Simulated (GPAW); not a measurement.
**PbO (honeycomb monolayer): G0W0 on several meshes in GPAW**

How does the mesh move the gap of PbO (honeycomb monolayer)?

Calculated with GPAW 26.7.0; LDA and many-body steps on it, plane waves.

### 1. The structure

The cell holds 2 atoms: 1 Pb and 1 O. Cell: a = 3.440 Å, b = 3.440 Å, c = 11.400 Å, α = 90.0°, β = 90.0°, γ = 120.0°. Vacuum lies along c.

As a file:

```
Pb O
1.0
     3.44046    0.00000    0.00000
    -1.72023    2.97952    0.00000
     0.00000    0.00000   11.40000
Pb O
1 1
Direct
  0.33333 0.66667 0.45656
  0.66667 0.33333 0.54346
```

The structure was relaxed with LDA. The runs that relaxed it are not among those shown. Spin-orbit coupling is left out unless a step names it.

### 2. Empty states on the mesh, 9×9×1 mesh, 199 bands

This step: GPAW 26.7.0; DFT, LDA, plane waves, PAW.

The sums over transitions need many empty states on a uniform mesh; this step solves for them.

Contents of run.py:

```python
import json
import numpy as np
from gpaw.mpi import world
from gpaw import GPAW

calc = GPAW('gs.gpw').fixed_density(kpts={'size': (9, 9, 1), 'gamma': True},
    nbands=232,
    convergence={'bands': 199},
    txt='nscf.txt')
calc.write('full.gpw', mode='all')
res = {}
kpts = calc.get_ibz_k_points()
res['kpts'] = kpts
res['eigenvalues'] = [calc.get_eigenvalues(kpt=k) for k in range(len(kpts))]
res['n_electrons'] = calc.get_number_of_electrons()

if world.rank == 0:
    with open('result.json', 'w') as f:
        json.dump(res, f, default=lambda x: x.tolist())
```

Started as:

```
mpirun -n 4 gpaw python run.py
```

Numbers of over 12 decimals in the logs are rounded to 6 here.

Output:

```text
Diagonalizing LCAO Hamiltonian
Converting LCAO to pw mode
convergence criteria:
- Maximum integral of absolute [eigenst]ate change: 4e-08 eV^2 / valence electron
maximum number of iterations: 100

SCF iterations
|iter     |     time |      energy | eigst |  dens |
|iter:   1|  |             | +4.66 |       |
|iter:   2|  |             | +3.45 |       |
|iter:   3|  |             | +2.36 |       |
[...]
|iter:  15|  |             | -6.78 |       |
|iter:  16|  |             | -7.27 |       |
|iter:  17|  |             | -7.53c|       |
SCF steps: 17
  __  _  _
 | _ |_)|_||  |
 |__||  | ||/\| - 26.7.0

Input parameters:
  mode=PW(ecut=600.0),
  convergence={'bands': 199},
  gpts=array([20, 20, 70]),
  kpts=MonkhorstPack(size=(9, 9, 1), gamma=True),
  maxiter=100,
  nbands=232,
  occupations=Occupations(name='fermi-dirac', width=0.001, fixmagmom=False),
  parallel={},
  xc=XC(name='LDA')
# Writing to full.gpw (mode='all')
  [... matrices ...]

timing:  # [seconds]
  Total: 0.161  # ━━━━━━━━━━━━━━━━━━━━━━━━━━━━━━━━━━━━━━━━━━━━━━━━━━━━━━━━━━━
```

Elapsed: 87 s, on 4 MPI ranks of Arm Neoverse V2, shared host; peak memory 1.1 GiB; 5.8 min of CPU time.

This step gave:

```yaml
gap: 2.034 eV
k_of_the_valence_top: 0.3333, 0.3333, 0
k_of_the_conduction_bottom: 0, 0, 0
least_direct_gap: 2.565 eV
k_points_computed: 12
lowest_point_of_the_top_converged_band_above_the_valence_top: 77.3478 eV
```

On this mesh the gap is 2.034 eV.

### 3. 9×9×1

Now the one-shot GW correction: screening in the RPA, then the self-energy of the levels asked for.

This step: G0W0 on LDA, plane waves, PAW.

Contents of run.py:

```python
import json
import numpy as np
from gpaw.mpi import world
from gpaw.response.g0w0 import G0W0

gw = G0W0('full.gpw',
    filename='gw',
    kpts=[0, 6],
    bands=(8, 12),
    ecut=48,
    nbands=88,
    truncation='2D',
    integrate_gamma='sphere',
    q0_correction=True,
    frequencies={'type': 'nonlinear', 'domega0': 0.15, 'omega2': 15.0},
    eta=0.1,
    nblocksmax=True)
gw.calculate()
res = {mode: {k: v for k, v in r.items() if k != 'sigma_eskwn'}
       for mode, r in gw.all_results.items()}

if world.rank == 0:
    with open('result.json', 'w') as f:
        json.dump(res, f, default=lambda x: x.tolist())
```

Started as:

```
mpirun -n 4 gpaw python run.py
```

Output:

```text
Using integrator: PointIntegrator
NonLinearFrequencyDescriptor(from 0.000 to 66.134 eV, 157 points)
Nonperiodic BCs:  [False False  True]
Using integrator: PointIntegrator
NonLinearFrequencyDescriptor(from 0.000 to 66.134 eV, 157 points)
Nonperiodic BCs:  [False False  True]
Applying analytical 2D correction to W:
    Evaluating Gamma point contribution to W on a 15x15x1 grid
  ___  _ _ _
 |   || | | |
 | | || | | |
 |__ ||_____|
 |___|

BZ k-points: Symmetries present (total): 6

  [... matrices ...]
81 k-points: 9 x 9 x 1 Monkhorst-Pack grid
12 k-points in the irreducible part of the Brillouin zone
       k-points in crystal coordinates                weights
   0:     0.00000000    0.00000000    0.00000000          1/81
   1:     0.11111111    0.00000000    0.00000000          6/81
   2:     0.22222222   -0.11111111    0.00000000          6/81
   3:     0.22222222    0.00000000    0.00000000          6/81
   4:     0.33333333   -0.11111111    0.00000000         12/81
   5:     0.33333333    0.00000000    0.00000000          6/81
   6:     0.33333333    0.33333333    0.00000000          2/81
   7:     0.44444444   -0.22222222    0.00000000          6/81
   8:     0.44444444   -0.11111111    0.00000000         12/81
   9:     0.44444444    0.00000000    0.00000000          6/81
          ...
  11:     0.44444444    0.44444444    0.00000000          6/81

Distributing spins, k-points and bands (1 x 2 x 4) over 1 process
Number of blocks: 4

Quasi particle states:
k-points (IBZ indices): [0, 6]
Band range: (8, 12)
  [... matrices ...]
Computational parameters:
Plane wave cut-off: 48 eV
Number of bands: 88
Coulomb cutoff: 2D
Broadening: 0.1 eV

fxc modes: GW
Kernel: RPA
Using full-frequency real axis integration
Summing all q:

Calculating screened Coulomb potential
2D Coulomb truncation
NonLinearFrequencyDescriptor(from 0.000 to 66.134 eV, 157 points)
Removing empty qpoint cache files...

Calculating chi0 body with:
    Ground state adapter containing:
    Number of spins: 1
    Number of kpoints: 81
    Number of irreducible kpoints: 12
    Number of completely occupied states: 10
    Number of partially occupied states: 10
    Occupied states memory: 4.2724609375 M / cpu

    Linear response parametrization:
    q_c: [0.0, 0.0, 0.0]
    Number of frequency points: 157
    Planewave cutoff: 48.0
    Number of bands: 88
    Number of planewaves: 79
    Broadening (eta): 0.1
    comm.size: 4
    kncomm.size: 1
    blockcomm.size: 4

    Memory estimate of potentially large arrays:
        chi0_wGG: 3.737782 M / cpu
Integrating chi0 body.

Symmetries of q_c:
    Direct symmetries (Uq -> q): 6
    Indirect symmetries (TUq -> q): 6
In total 12 allowed symmetries.

  [... matrices ...]
12 groups of equivalent kpoints. 85.185185% reduction.

Integral kind: spectral function
Integrating chi0 head and wings.

Symmetries of q_c:
    Direct symmetries (Uq -> q): 6
    Indirect symmetries (TUq -> q): 6
In total 12 allowed symmetries.

  [... matrices ...]
12 groups of equivalent kpoints. 85.185185% reduction.

Integral kind: spectral function wings

Calculating chi0 body with:
    Ground state adapter containing:
    Number of spins: 1
    Number of kpoints: 81
    Number of irreducible kpoints: 12
    Number of completely occupied states: 10
    Number of partially occupied states: 10
    Occupied states memory: 4.2724609375 M / cpu

[... the further q-points ...]

Results:
f:      Occupation numbers
eps:     KS-eigenvalues [eV]
vxc:     KS vxc [eV]
exx:     Exact exchange [eV]
sigma:   Self-energies [eV]
dsigma:  Self-energy derivatives
Z:       Renormalization factors
qp:      QP-energies [eV]

k-point 0 (0): (0.000, 0.000, 0.000)                GW
band       f     eps     vxc     exx   sigma  dsigma       Z      qp
                                                                   GW
   8   1.000  -4.006 -21.029 -25.495   4.132  -0.433   0.698  -4.239
   9   1.000  -3.216 -18.469 -23.017   3.937  -0.447   0.691  -3.638
  10   0.000  -0.651 -10.497  -6.816  -2.247  -0.237   0.808   0.508
  11   0.000   3.066  -3.465  -1.711  -1.343  -0.148   0.871   3.425

k-point 1 (6): (0.333, 0.333, 0.000)                GW
band       f     eps     vxc     exx   sigma  dsigma       Z      qp
                                                                   GW
   8   1.000  -4.528 -18.707 -24.075   4.716  -0.543   0.648  -4.951
   9   1.000  -2.685 -17.630 -20.064   2.034  -0.326   0.754  -2.987
  10   0.000   1.002 -14.734 -10.788  -2.074  -0.307   0.765   2.433
  11   0.000   2.096 -13.140  -8.881  -2.465  -0.329   0.753   3.446
```

Wall time 71 s (4 MPI ranks); peak memory 2 GiB.

This step gave:

- G0W0 gap on the points computed: 3.495 eV
- least direct G0W0 gap on the computed points: 4.146 eV
- Z at the valence top: 0.7539
- Z at the conduction bottom: 0.8084
- starting gap on the mesh: 2.034 eV
- k of the valence top: 0.3333, 0.3333, 0
- k of the conduction bottom: 0, 0, 0

The gap on the mesh goes from 2.03 eV to 3.49 eV, a correction of +1.46 eV.

### 4. Empty states on the mesh, 6×6×1 mesh, 98 bands

This step: DFT, LDA, plane waves, PAW.

Contents of run.py:

```python
import json
import numpy as np
from gpaw.mpi import world
from gpaw import GPAW

calc = GPAW('gs.gpw').fixed_density(kpts={'size': (6, 6, 1), 'gamma': True},
    nbands=114,
    convergence={'bands': 98},
    txt='nscf.txt')
calc.write('full.gpw', mode='all')
res = {}
kpts = calc.get_ibz_k_points()
res['kpts'] = kpts
res['eigenvalues'] = [calc.get_eigenvalues(kpt=k) for k in range(len(kpts))]
res['n_electrons'] = calc.get_number_of_electrons()

if world.rank == 0:
    with open('result.json', 'w') as f:
        json.dump(res, f, default=lambda x: x.tolist())
```

Started as:

```
mpirun -n 4 gpaw python run.py
```

Output:

```text
Diagonalizing LCAO Hamiltonian
Converting LCAO to pw mode
convergence criteria:
- Maximum integral of absolute [eigenst]ate change: 4e-08 eV^2 / valence electron
maximum number of iterations: 100

SCF iterations
|iter     |     time |      energy | eigst |  dens |
|iter:   1|  |             | +4.25 |       |
|iter:   2|  |             | +2.93 |       |
|iter:   3|  |             | +1.87 |       |
[...]
|iter:  14|  |             | -6.71 |       |
|iter:  15|  |             | -7.25 |       |
|iter:  16|  |             | -7.46c|       |
SCF steps: 16
  __  _  _
 | _ |_)|_||  |
 |__||  | ||/\| - 26.7.0

Input parameters:
  mode=PW(ecut=600.0),
  convergence={'bands': 98},
  gpts=array([20, 20, 70]),
  kpts=MonkhorstPack(size=(6, 6, 1), gamma=True),
  maxiter=100,
  nbands=114,
  occupations=Occupations(name='fermi-dirac', width=0.001, fixmagmom=False),
  parallel={},
  xc=XC(name='LDA')
# Writing to full.gpw (mode='all')
  [... matrices ...]

timing:  # [seconds]
  Total: 0.076  # ━━━━━━━━━━━━━━━━━━━━━━━━━━━━━━━━━━━━━━━━━━━━━━━━━━━━━━━━━━━
```

It took 22 s on 4 MPI ranks; peak memory 0.89 GiB.

Numbers from this step:

| Property | Result |
| --- | --- |
| gap | 2.034 eV |
| k of the valence top | 0.3333, 0.3333, 0 |
| k of the conduction bottom | 0, 0, 0 |
| least direct gap | 2.565 eV |
| k points computed | 7 |
| lowest point of the top converged band, above the valence top | 47.64 eV |

On this mesh the gap is 2.034 eV.

### 5. 6×6×1

This step: G0W0 on LDA, plane waves, PAW.

Contents of run.py:

```python
import json
import numpy as np
from gpaw.mpi import world
from gpaw.response.g0w0 import G0W0

gw = G0W0('full.gpw',
    filename='gw',
    kpts=[0, 4],
    bands=(8, 12),
    ecut=48,
    nbands=88,
    truncation='2D',
    integrate_gamma='sphere',
    q0_correction=True,
    frequencies={'type': 'nonlinear', 'domega0': 0.15, 'omega2': 15.0},
    eta=0.1,
    nblocksmax=True)
gw.calculate()
res = {mode: {k: v for k, v in r.items() if k != 'sigma_eskwn'}
       for mode, r in gw.all_results.items()}

if world.rank == 0:
    with open('result.json', 'w') as f:
        json.dump(res, f, default=lambda x: x.tolist())
```

Started as:

```
mpirun -n 4 gpaw python run.py
```

Output:

```text
Using integrator: PointIntegrator
NonLinearFrequencyDescriptor(from 0.000 to 64.950 eV, 156 points)
Nonperiodic BCs:  [False False  True]
Using integrator: PointIntegrator
NonLinearFrequencyDescriptor(from 0.000 to 64.950 eV, 156 points)
Nonperiodic BCs:  [False False  True]
Applying analytical 2D correction to W:
    Evaluating Gamma point contribution to W on a 21x21x1 grid
  ___  _ _ _
 |   || | | |
 | | || | | |
 |__ ||_____|
 |___|

BZ k-points: Symmetries present (total): 6

  [... matrices ...]
36 k-points: 6 x 6 x 1 Monkhorst-Pack grid + [1/12,1/12,0.000000]
7 k-points in the irreducible part of the Brillouin zone
       k-points in crystal coordinates                weights
   0:     0.00000000    0.00000000    0.00000000          1/36
   1:     0.16666667    0.00000000    0.00000000          6/36
   2:     0.33333333   -0.16666667    0.00000000          6/36
   3:     0.33333333    0.00000000    0.00000000          6/36
   4:     0.33333333    0.33333333    0.00000000          2/36
   5:     0.50000000    0.33333333    0.00000000         12/36
   6:     0.50000000    0.50000000    0.00000000          3/36

Distributing spins, k-points and bands (1 x 2 x 4) over 1 process
Number of blocks: 4

Quasi particle states:
k-points (IBZ indices): [0, 4]
Band range: (8, 12)
  [... matrices ...]
Computational parameters:
Plane wave cut-off: 48 eV
Number of bands: 88
Coulomb cutoff: 2D
Broadening: 0.1 eV

fxc modes: GW
Kernel: RPA
Using full-frequency real axis integration
Summing all q:

Calculating screened Coulomb potential
2D Coulomb truncation
NonLinearFrequencyDescriptor(from 0.000 to 64.950 eV, 156 points)
Removing empty qpoint cache files...

Calculating chi0 body with:
    Ground state adapter containing:
    Number of spins: 1
    Number of kpoints: 36
[...]
q_c: [1.3877787807814457e-17, 1.3877787807814457e-17, 0.0]
    Number of frequency points: 156
    Planewave cutoff: 48.0
    Number of bands: 88
    Number of planewaves: 79
    Broadening (eta): 0.1
    comm.size: 4
    kncomm.size: 1
    blockcomm.size: 4

    Memory estimate of potentially large arrays:
        chi0_wGG: 3.713974 M / cpu
Integrating chi0 body.

Symmetries of q_c:
    Direct symmetries (Uq -> q): 6
    Indirect symmetries (TUq -> q): 6
In total 12 allowed symmetries.

  [... matrices ...]
7 groups of equivalent kpoints. 80.555556% reduction.

Integral kind: spectral function
Integrating chi0 head and wings.

Symmetries of q_c:
    Direct symmetries (Uq -> q): 6
    Indirect symmetries (TUq -> q): 6
In total 12 allowed symmetries.

  [... matrices ...]
7 groups of equivalent kpoints. 80.555556% reduction.

Integral kind: spectral function wings

Calculating chi0 body with:
    Ground state adapter containing:
    Number of spins: 1
    Number of kpoints: 36
    Number of irreducible kpoints: 7
    Number of completely occupied states: 10
    Number of partially occupied states: 10
[... the further q-points ...]

Results:
f:      Occupation numbers
eps:     KS-eigenvalues [eV]
vxc:     KS vxc [eV]
exx:     Exact exchange [eV]
sigma:   Self-energies [eV]
dsigma:  Self-energy derivatives
Z:       Renormalization factors
qp:      QP-energies [eV]

k-point 0 (0): (0.000, 0.000, 0.000)                GW
band       f     eps     vxc     exx   sigma  dsigma       Z      qp
                                                                   GW
   8   1.000  -4.006 -21.029 -25.503   4.088  -0.433   0.698  -4.276
   9   1.000  -3.216 -18.469 -23.017   3.884  -0.456   0.687  -3.671
  10   0.000  -0.651 -10.497  -6.807  -2.222  -0.245   0.803   0.528
[...]
k-point 1 (4): (0.333, 0.333, 0.000)                GW
band       f     eps     vxc     exx   sigma  dsigma       Z      qp
                                                                   GW
[...]
10   0.000   1.002 -14.734 -10.785  -2.027  -0.309   0.764   2.469
  11   0.000   2.096 -13.140  -8.881  -2.412  -0.322   0.756   3.493
```

Wall time 24 s (4 MPI ranks); peak memory 1.2 GiB.

Numbers from this step:

| Quantity | Value |
| --- | --- |
| G0W0 gap on the points computed | 3.555 eV |
| least direct G0W0 gap on the computed points | 4.199 eV |
| Z at the valence top | 0.7576 |
| Z at the conduction bottom | 0.8033 |
| starting gap on the mesh | 2.034 eV |
| k of the valence top | 0.3333, 0.3333, 0 |
| k of the conduction bottom | 0, 0, 0 |

Against G0W0 in GPAW (9×9×1 mesh, 88 bands, screening to 48 eV, full frequency, Hilbert transform), the gap moves by +0.060 eV.

### 6. The runs together

Times are wall times on 4 MPI ranks of Arm Neoverse V2, shared host, good to a factor of about two.

| run | mesh | bands | screening cutoff (eV) | DFT gap (eV) | gap on the mesh (eV) | direct (eV) | time |
| --- | --- | --- | --- | --- | --- | --- | --- |
| 9×9×1 | 9×9×1 | 88 | 48 | 2.034 | 3.495 | 4.146 | 71 s |
| 6×6×1 | 6×6×1 | 88 | 48 | 2.034 | 3.555 | 4.199 | 24 s |

### 7. Results

* 9×9×1: 3.495 eV
* 6×6×1: 3.555 eV
* known limits: not at the basis limit; no spin-orbit coupling

What this shows: 6×6×1: +0.060 eV against 9×9×1. Bands and cutoff are finite, so the gap is not at the basis limit. The miss can reach some tenths of an eV and take either sign; the mesh is an error of its own. These stock PAW sets were not made for GW. In the G0W0 runs levels were corrected at 2 k points alone, so a gap called «on the mesh» is the least over those, and an edge elsewhere would be missed. Where an edge is built on 6p states of lead, bismuth or thallium, scalar-relativistic gaps usually stand too wide, by a few tenths to over one eV. The many-body steps are scalar-relativistic: spin-orbit coupling is not in them.

[Paths, hosts, dates, memory and timing lines, banners, echoed tables and standing remarks are left out of the program output.]

[Logs are printed without paths, hosts, clocks, repeated set-up lines and the standing remarks that a program may print on its own settings, such as how far it seeks lower states.]

[Runs of the session that timed out or met a known fault of the program may be left out.]

[Hosts, paths, dates, database ids (printed as entryN), source tags and the programs' standing remarks are cut or masked in the printed files.]
